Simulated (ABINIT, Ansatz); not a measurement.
# MgSiSe3 (Pm-3m): zone-centre phonons, part 4 of 5

Which modes does MgSiSe3 (Pm-3m) have at the zone centre?

ABINIT 10.8.3; DFT LDA, scalar-relativistic, plane waves, HGH norm-conserving pseudopotentials.

So far, highest optical zone-centre mode (no LO-TO term) (cm⁻¹): step 5 (modes with the sum rule) 259. The relaxed cell has a = 4.759 Å (conventional setting).

The structure was built from a prototype and need not be the compound's stable phase.

**6. Sum rules set otherwise (asr 0)**

Without the rule the raw error of the acoustic modes shows.

anaddb.abi reads:

```
ddb_filepath "gamma_DDB"
output_file "anaddb.abo"
outdata_prefix "anaddb"
asr 0
chneut 0
enunit 2
eivec 1
nph1l 1
qph1l 0.0 0.0 0.0 1.0
```

mrgddb.in reads:

```
gamma_DDB
merged
2
dfpt_gammao_DDB
gso_DDB
```

The run is started by

```
mrgddb < mrgddb.in > mrgddb.log
OMP_NUM_THREADS=1 anaddb anaddb.abi > anaddb.log
```

anaddb.abo, the main output file:

```text
-outvars_anaddb: echo values of input variables ----------------------

 Miscellaneous information :
      enunit         2
       eivec         1
      chneut         0
 First list of wavevector (reduced coord.) :
       nph1l         1
       qph1l
                     0.00000000E+00  0.00000000E+00  0.00000000E+00    1.000E+00

================================================================================

 read the DDB information and perform some checks

  ==== Info on the Cryst% object ====
 Real(R)+Recip(G) space primitive vectors, cartesian coordinates (Bohr,Bohr^-1):
 R(1)=  8.9929938  0.0000000  0.0000000  G(1)=  0.1111977  0.0000000  0.0000000
 R(2)=  0.0000000  8.9929938  0.0000000  G(2)=  0.0000000  0.1111977  0.0000000
 R(3)=  0.0000000  0.0000000  8.9929938  G(3)=  0.0000000  0.0000000  0.1111977
 Unit cell volume ucvol=  7.2729883E+02 bohr^3
 Angles (23,13,12)=  9.00000000E+01  9.00000000E+01  9.00000000E+01 degrees
 Time-reversal symmetry is present
 Reduced atomic positions [iatom, xred, symbol]:
    1)    0.0000000  0.0000000  0.0000000  Mg
    2)    0.5000000  0.5000000  0.5000000  Si
    3)    0.5000000  0.5000000  0.0000000  Se
    4)    0.5000000  0.0000000  0.5000000  Se
    5)    0.0000000  0.5000000  0.5000000  Se

 DDB file with 3 blocks has been read.

================================================================================

 Treat the first list of vectors

  Phonon wavevector (reduced coordinates) :  0.00000  0.00000  0.00000
 Phonon energies in Hartree :
  -6.449874E-04 -6.449874E-04 -6.449874E-04 -6.432308E-04 -6.432308E-04
  -6.432308E-04 -2.467515E-04 -2.467515E-04 -2.467515E-04  6.402857E-06
   6.402857E-06  6.402858E-06  1.178777E-03  1.178777E-03  1.178777E-03
 Phonon energies in meV     :
- -1.755100E+01 -1.755100E+01 -1.755100E+01 -1.750320E+01 -1.750320E+01
- -1.750320E+01 -6.714450E+00 -6.714450E+00 -6.714450E+00  1.742306E-01
-  1.742306E-01  1.742306E-01  3.207616E+01  3.207616E+01  3.207616E+01
 Phonon frequencies in cm-1    :
- -1.415584E+02 -1.415584E+02 -1.415584E+02 -1.411728E+02 -1.411728E+02
- -1.411728E+02 -5.415569E+01 -5.415569E+01 -5.415569E+01  1.405265E+00
-  1.405265E+00  1.405265E+00  2.587117E+02  2.587117E+02  2.587117E+02
 Phonon frequencies in Thz     :
- -4.243813E+00 -4.243813E+00 -4.243813E+00 -4.232255E+00 -4.232255E+00
- -4.232255E+00 -1.623547E+00 -1.623547E+00 -1.623547E+00  4.212877E-02
-  4.212878E-02  4.212878E-02  7.755982E+00  7.755982E+00  7.755982E+00
 Phonon energies in Kelvin  :
- -2.036709E+02 -2.036709E+02 -2.036709E+02 -2.031162E+02 -2.031162E+02
- -2.031162E+02 -7.791796E+01 -7.791796E+01 -7.791796E+01  2.021862E+00
-  2.021862E+00  2.021863E+00  3.722284E+02  3.722284E+02  3.722284E+02

 Eigendisplacements
 (will be given, for each mode : in cartesian coordinates
   for each atom the real part of the displacement vector,
   then the imaginary part of the displacement vector - absolute values smaller than 1.0d-7 are set to zero)
  Mode number    1   Energy   -6.449874E-04
 Attention : low frequency mode.
   (Could be unstable or acoustic mode)
-  1  0.00000000E+00  0.00000000E+00 -4.11473602E-03
-     0.00000000E+00  0.00000000E+00  0.00000000E+00
-  2  0.00000000E+00  0.00000000E+00 -8.34871035E-04
-     0.00000000E+00  0.00000000E+00  0.00000000E+00
-  3  0.00000000E+00  0.00000000E+00 -1.48886476E-04
-     0.00000000E+00  0.00000000E+00  0.00000000E+00
-  4  0.00000000E+00  0.00000000E+00  8.56114001E-04
-     0.00000000E+00  0.00000000E+00  0.00000000E+00
-  5  0.00000000E+00  0.00000000E+00  8.56114001E-04
-     0.00000000E+00  0.00000000E+00  0.00000000E+00
  Mode number    2   Energy   -6.449874E-04
 Attention : low frequency mode.
   (Could be unstable or acoustic mode)
-  1  0.00000000E+00 -4.11473602E-03  0.00000000E+00
-     0.00000000E+00  0.00000000E+00  0.00000000E+00
-  2  0.00000000E+00 -8.34871035E-04  0.00000000E+00
-     0.00000000E+00  0.00000000E+00  0.00000000E+00
-  3  0.00000000E+00  8.56114001E-04  0.00000000E+00
-     0.00000000E+00  0.00000000E+00  0.00000000E+00
-  4  0.00000000E+00 -1.48886476E-04  0.00000000E+00
-     0.00000000E+00  0.00000000E+00  0.00000000E+00
-  5  0.00000000E+00  8.56114001E-04  0.00000000E+00
-     0.00000000E+00  0.00000000E+00  0.00000000E+00
  Mode number    3   Energy   -6.449874E-04
 Attention : low frequency mode.
   (Could be unstable or acoustic mode)
-  1  4.11473602E-03  0.00000000E+00  0.00000000E+00
-     0.00000000E+00  0.00000000E+00  0.00000000E+00
-  2  8.34871035E-04  0.00000000E+00  0.00000000E+00
-     0.00000000E+00  0.00000000E+00  0.00000000E+00
-  3 -8.56114001E-04  0.00000000E+00  0.00000000E+00
-     0.00000000E+00  0.00000000E+00  0.00000000E+00
-  4 -8.56114001E-04  0.00000000E+00  0.00000000E+00
-     0.00000000E+00  0.00000000E+00  0.00000000E+00
-  5  1.48886476E-04  0.00000000E+00  0.00000000E+00
-     0.00000000E+00  0.00000000E+00  0.00000000E+00
  Mode number    4   Energy   -6.432308E-04
 Attention : low frequency mode.
   (Could be unstable or acoustic mode)
-  1  0.00000000E+00  0.00000000E+00  0.00000000E+00
-     0.00000000E+00  0.00000000E+00  0.00000000E+00
-  2  0.00000000E+00  0.00000000E+00  0.00000000E+00
-     0.00000000E+00  0.00000000E+00  0.00000000E+00
-  3  0.00000000E+00  0.00000000E+00  0.00000000E+00
-     0.00000000E+00  0.00000000E+00  0.00000000E+00
-  4  0.00000000E+00  0.00000000E+00  1.86380890E-03
-     0.00000000E+00  0.00000000E+00  0.00000000E+00
-  5  0.00000000E+00  0.00000000E+00 -1.86380890E-03
-     0.00000000E+00  0.00000000E+00  0.00000000E+00
  Mode number    5   Energy   -6.432308E-04
 Attention : low frequency mode.
   (Could be unstable or acoustic mode)
-  1  0.00000000E+00  0.00000000E+00  0.00000000E+00
-     0.00000000E+00  0.00000000E+00  0.00000000E+00
-  2  0.00000000E+00  0.00000000E+00  0.00000000E+00
-     0.00000000E+00  0.00000000E+00  0.00000000E+00
-  3  0.00000000E+00  1.86380890E-03  0.00000000E+00
-     0.00000000E+00  0.00000000E+00  0.00000000E+00
-  4  0.00000000E+00  0.00000000E+00  0.00000000E+00
-     0.00000000E+00  0.00000000E+00  0.00000000E+00
-  5  0.00000000E+00 -1.86380890E-03  0.00000000E+00
-     0.00000000E+00  0.00000000E+00  0.00000000E+00
  Mode number    6   Energy   -6.432308E-04
 Attention : low frequency mode.
   (Could be unstable or acoustic mode)
-  1  0.00000000E+00  0.00000000E+00  0.00000000E+00
-     0.00000000E+00  0.00000000E+00  0.00000000E+00
-  2  0.00000000E+00  0.00000000E+00  0.00000000E+00
-     0.00000000E+00  0.00000000E+00  0.00000000E+00
-  3  1.86380890E-03  0.00000000E+00  0.00000000E+00
-     0.00000000E+00  0.00000000E+00  0.00000000E+00
-  4 -1.86380890E-03  0.00000000E+00  0.00000000E+00
-     0.00000000E+00  0.00000000E+00  0.00000000E+00
-  5  0.00000000E+00  0.00000000E+00  0.00000000E+00
-     0.00000000E+00  0.00000000E+00  0.00000000E+00
  Mode number    7   Energy   -2.467515E-04
 Attention : low frequency mode.
   (Could be unstable or acoustic mode)
-  1  0.00000000E+00  0.00000000E+00 -1.93424435E-03
-     0.00000000E+00  0.00000000E+00  0.00000000E+00
-  2  0.00000000E+00  0.00000000E+00  2.82013961E-03
-     0.00000000E+00  0.00000000E+00  0.00000000E+00
-  3  0.00000000E+00  0.00000000E+00  1.25755610E-03
-     0.00000000E+00  0.00000000E+00  0.00000000E+00
-  4  0.00000000E+00  0.00000000E+00 -8.32347145E-04
-     0.00000000E+00  0.00000000E+00  0.00000000E+00
-  5  0.00000000E+00  0.00000000E+00 -8.32347145E-04
-     0.00000000E+00  0.00000000E+00  0.00000000E+00
  Mode number    8   Energy   -2.467515E-04
 Attention : low frequency mode.
   (Could be unstable or acoustic mode)
-  1  0.00000000E+00 -1.93424435E-03  0.00000000E+00
-     0.00000000E+00  0.00000000E+00  0.00000000E+00
-  2  0.00000000E+00  2.82013961E-03  0.00000000E+00
-     0.00000000E+00  0.00000000E+00  0.00000000E+00
-  3  0.00000000E+00 -8.32347145E-04  0.00000000E+00
-     0.00000000E+00  0.00000000E+00  0.00000000E+00
-  4  0.00000000E+00  1.25755610E-03  0.00000000E+00
-     0.00000000E+00  0.00000000E+00  0.00000000E+00
-  5  0.00000000E+00 -8.32347145E-04  0.00000000E+00
-     0.00000000E+00  0.00000000E+00  0.00000000E+00
  Mode number    9   Energy   -2.467515E-04
 Attention : low frequency mode.
   (Could be unstable or acoustic mode)
-  1  1.93424435E-03  0.00000000E+00  0.00000000E+00
-     0.00000000E+00  0.00000000E+00  0.00000000E+00
-  2 -2.82013961E-03  0.00000000E+00  0.00000000E+00
-     0.00000000E+00  0.00000000E+00  0.00000000E+00
-  3  8.32347145E-04  0.00000000E+00  0.00000000E+00
-     0.00000000E+00  0.00000000E+00  0.00000000E+00
-  4  8.32347145E-04  0.00000000E+00  0.00000000E+00
-     0.00000000E+00  0.00000000E+00  0.00000000E+00
-  5 -1.25755610E-03  0.00000000E+00  0.00000000E+00
-     0.00000000E+00  0.00000000E+00  0.00000000E+00
  Mode number   10   Energy    6.402857E-06
 Attention : low frequency mode.
   (Could be unstable or acoustic mode)
-  1  0.00000000E+00  0.00000000E+00  1.37717455E-03
-     0.00000000E+00  0.00000000E+00  0.00000000E+00
-  2  0.00000000E+00  0.00000000E+00  1.37677705E-03
-     0.00000000E+00  0.00000000E+00  0.00000000E+00
-  3  0.00000000E+00  0.00000000E+00  1.37694347E-03
-     0.00000000E+00  0.00000000E+00  0.00000000E+00
-  4  0.00000000E+00  0.00000000E+00  1.37723813E-03
-     0.00000000E+00  0.00000000E+00  0.00000000E+00
-  5  0.00000000E+00  0.00000000E+00  1.37723813E-03
-     0.00000000E+00  0.00000000E+00  0.00000000E+00
  Mode number   11   Energy    6.402857E-06
 Attention : low frequency mode.
   (Could be unstable or acoustic mode)
-  1  0.00000000E+00  1.37717455E-03  0.00000000E+00
-     0.00000000E+00  0.00000000E+00  0.00000000E+00
-  2  0.00000000E+00  1.37677705E-03  0.00000000E+00
-     0.00000000E+00  0.00000000E+00  0.00000000E+00
-  3  0.00000000E+00  1.37723813E-03  0.00000000E+00
-     0.00000000E+00  0.00000000E+00  0.00000000E+00
-  4  0.00000000E+00  1.37694347E-03  0.00000000E+00
-     0.00000000E+00  0.00000000E+00  0.00000000E+00
-  5  0.00000000E+00  1.37723813E-03  0.00000000E+00
-     0.00000000E+00  0.00000000E+00  0.00000000E+00
  Mode number   12   Energy    6.402858E-06
 Attention : low frequency mode.
   (Could be unstable or acoustic mode)
-  1  1.37717455E-03  0.00000000E+00  0.00000000E+00
-     0.00000000E+00  0.00000000E+00  0.00000000E+00
-  2  1.37677705E-03  0.00000000E+00  0.00000000E+00
-     0.00000000E+00  0.00000000E+00  0.00000000E+00
-  3  1.37723813E-03  0.00000000E+00  0.00000000E+00
-     0.00000000E+00  0.00000000E+00  0.00000000E+00
-  4  1.37723813E-03  0.00000000E+00  0.00000000E+00
-     0.00000000E+00  0.00000000E+00  0.00000000E+00
-  5  1.37694347E-03  0.00000000E+00  0.00000000E+00
-     0.00000000E+00  0.00000000E+00  0.00000000E+00
  Mode number   13   Energy    1.178777E-03
-  1  0.00000000E+00  0.00000000E+00  4.11978808E-05
-     0.00000000E+00  0.00000000E+00  0.00000000E+00
-  2  0.00000000E+00  0.00000000E+00  2.99779646E-03
-     0.00000000E+00  0.00000000E+00  0.00000000E+00
-  3  0.00000000E+00  0.00000000E+00 -1.85687355E-03
-     0.00000000E+00  0.00000000E+00  0.00000000E+00
-  4  0.00000000E+00  0.00000000E+00  3.88929029E-04
-     0.00000000E+00  0.00000000E+00  0.00000000E+00
-  5  0.00000000E+00  0.00000000E+00  3.88929029E-04
-     0.00000000E+00  0.00000000E+00  0.00000000E+00
  Mode number   14   Energy    1.178777E-03
-  1  0.00000000E+00  4.11978808E-05  0.00000000E+00
-     0.00000000E+00  0.00000000E+00  0.00000000E+00
-  2  0.00000000E+00  2.99779646E-03  0.00000000E+00
-     0.00000000E+00  0.00000000E+00  0.00000000E+00
-  3  0.00000000E+00  3.88929029E-04  0.00000000E+00
-     0.00000000E+00  0.00000000E+00  0.00000000E+00
-  4  0.00000000E+00 -1.85687355E-03  0.00000000E+00
-     0.00000000E+00  0.00000000E+00  0.00000000E+00
-  5  0.00000000E+00  3.88929029E-04  0.00000000E+00
-     0.00000000E+00  0.00000000E+00  0.00000000E+00
  Mode number   15   Energy    1.178777E-03
-  1  4.11978808E-05  0.00000000E+00  0.00000000E+00
-     0.00000000E+00  0.00000000E+00  0.00000000E+00
-  2  2.99779646E-03  0.00000000E+00  0.00000000E+00
-     0.00000000E+00  0.00000000E+00  0.00000000E+00
-  3  3.88929029E-04  0.00000000E+00  0.00000000E+00
-     0.00000000E+00  0.00000000E+00  0.00000000E+00
-  4  3.88929029E-04  0.00000000E+00  0.00000000E+00
-     0.00000000E+00  0.00000000E+00  0.00000000E+00
-  5 -1.85687355E-03  0.00000000E+00  0.00000000E+00
-     0.00000000E+00  0.00000000E+00  0.00000000E+00

 Analysis of degeneracies and characters (maximum tolerance=1.00E-06 a.u.)
 For each vibration mode, or group of modes if degenerate,
 the characters are given for each symmetry operation (see the list in the log file).
 Symmetry characters of vibration mode #   1
       degenerate with vibration modes #   2 to    3
  3.0 -3.0 -1.0  1.0 -1.0  1.0 -1.0  1.0  1.0 -1.0 -1.0  1.0  1.0 -1.0 -1.0  1.0
 -0.0  0.0 -0.0  0.0  0.0 -0.0  0.0 -0.0  1.0 -1.0 -1.0  1.0 -1.0  1.0  1.0 -1.0
 -0.0  0.0  0.0 -0.0  0.0 -0.0 -0.0  0.0  1.0 -1.0  1.0 -1.0 -1.0  1.0 -1.0  1.0
 Symmetry characters of vibration mode #   4
       degenerate with vibration modes #   5 to    6
  3.0 -3.0 -1.0  1.0 -1.0  1.0 -1.0  1.0 -1.0  1.0  1.0 -1.0 -1.0  1.0  1.0 -1.0
  0.0 -0.0  0.0 -0.0 -0.0  0.0 -0.0  0.0 -1.0  1.0  1.0 -1.0  1.0 -1.0 -1.0  1.0
  0.0 -0.0 -0.0  0.0 -0.0  0.0  0.0 -0.0 -1.0  1.0 -1.0  1.0  1.0 -1.0  1.0 -1.0
 Symmetry characters of vibration mode #   7
       degenerate with vibration modes #   8 to    9
  3.0 -3.0 -1.0  1.0 -1.0  1.0 -1.0  1.0  1.0 -1.0 -1.0  1.0  1.0 -1.0 -1.0  1.0
 -0.0  0.0 -0.0  0.0  0.0 -0.0  0.0 -0.0  1.0 -1.0 -1.0  1.0 -1.0  1.0  1.0 -1.0
 -0.0  0.0  0.0 -0.0  0.0 -0.0 -0.0  0.0  1.0 -1.0  1.0 -1.0 -1.0  1.0 -1.0  1.0
 Symmetry characters of vibration mode #  10
       degenerate with vibration modes #  11 to   12
  3.0 -3.0 -1.0  1.0 -1.0  1.0 -1.0  1.0  1.0 -1.0 -1.0  1.0  1.0 -1.0 -1.0  1.0
  0.0 -0.0  0.0 -0.0 -0.0  0.0 -0.0  0.0  1.0 -1.0 -1.0  1.0 -1.0  1.0  1.0 -1.0
  0.0 -0.0 -0.0  0.0 -0.0  0.0  0.0 -0.0  1.0 -1.0  1.0 -1.0 -1.0  1.0 -1.0  1.0
 Symmetry characters of vibration mode #  13
       degenerate with vibration modes #  14 to   15
  3.0 -3.0 -1.0  1.0 -1.0  1.0 -1.0  1.0  1.0 -1.0 -1.0  1.0  1.0 -1.0 -1.0  1.0
 -0.0  0.0  0.0 -0.0  0.0 -0.0 -0.0  0.0  1.0 -1.0 -1.0  1.0 -1.0  1.0  1.0 -1.0
 -0.0  0.0  0.0 -0.0 -0.0  0.0  0.0 -0.0  1.0 -1.0  1.0 -1.0 -1.0  1.0 -1.0  1.0
-
```

Elapsed: 0.69 s, on 1 thread of Intel Xeon at 2.70GHz, shared host.

Zone-centre frequencies as printed; negative means imaginary. Modes:

```
mode  frequency (cm⁻¹)
   1            -141.6
   2            -141.6
   3            -141.6
   4            -141.2
   5            -141.2
   6            -141.2
   7            -54.16
   8            -54.16
   9            -54.16
  10              1.41
  11              1.41
  12              1.41
  13             258.7
  14             258.7
  15             258.7
```

[end of part 4 of 5]

[Host names and launcher messages were left out of these logs when they were recorded.]

[Logs are printed without paths, hosts, clocks, repeated set-up lines and the standing remarks that a program may print on its own settings, such as how far it seeks lower states.]

[Hosts, paths, dates, database ids (printed as entryN), source tags and the programs' standing remarks are cut or masked in the printed files.]
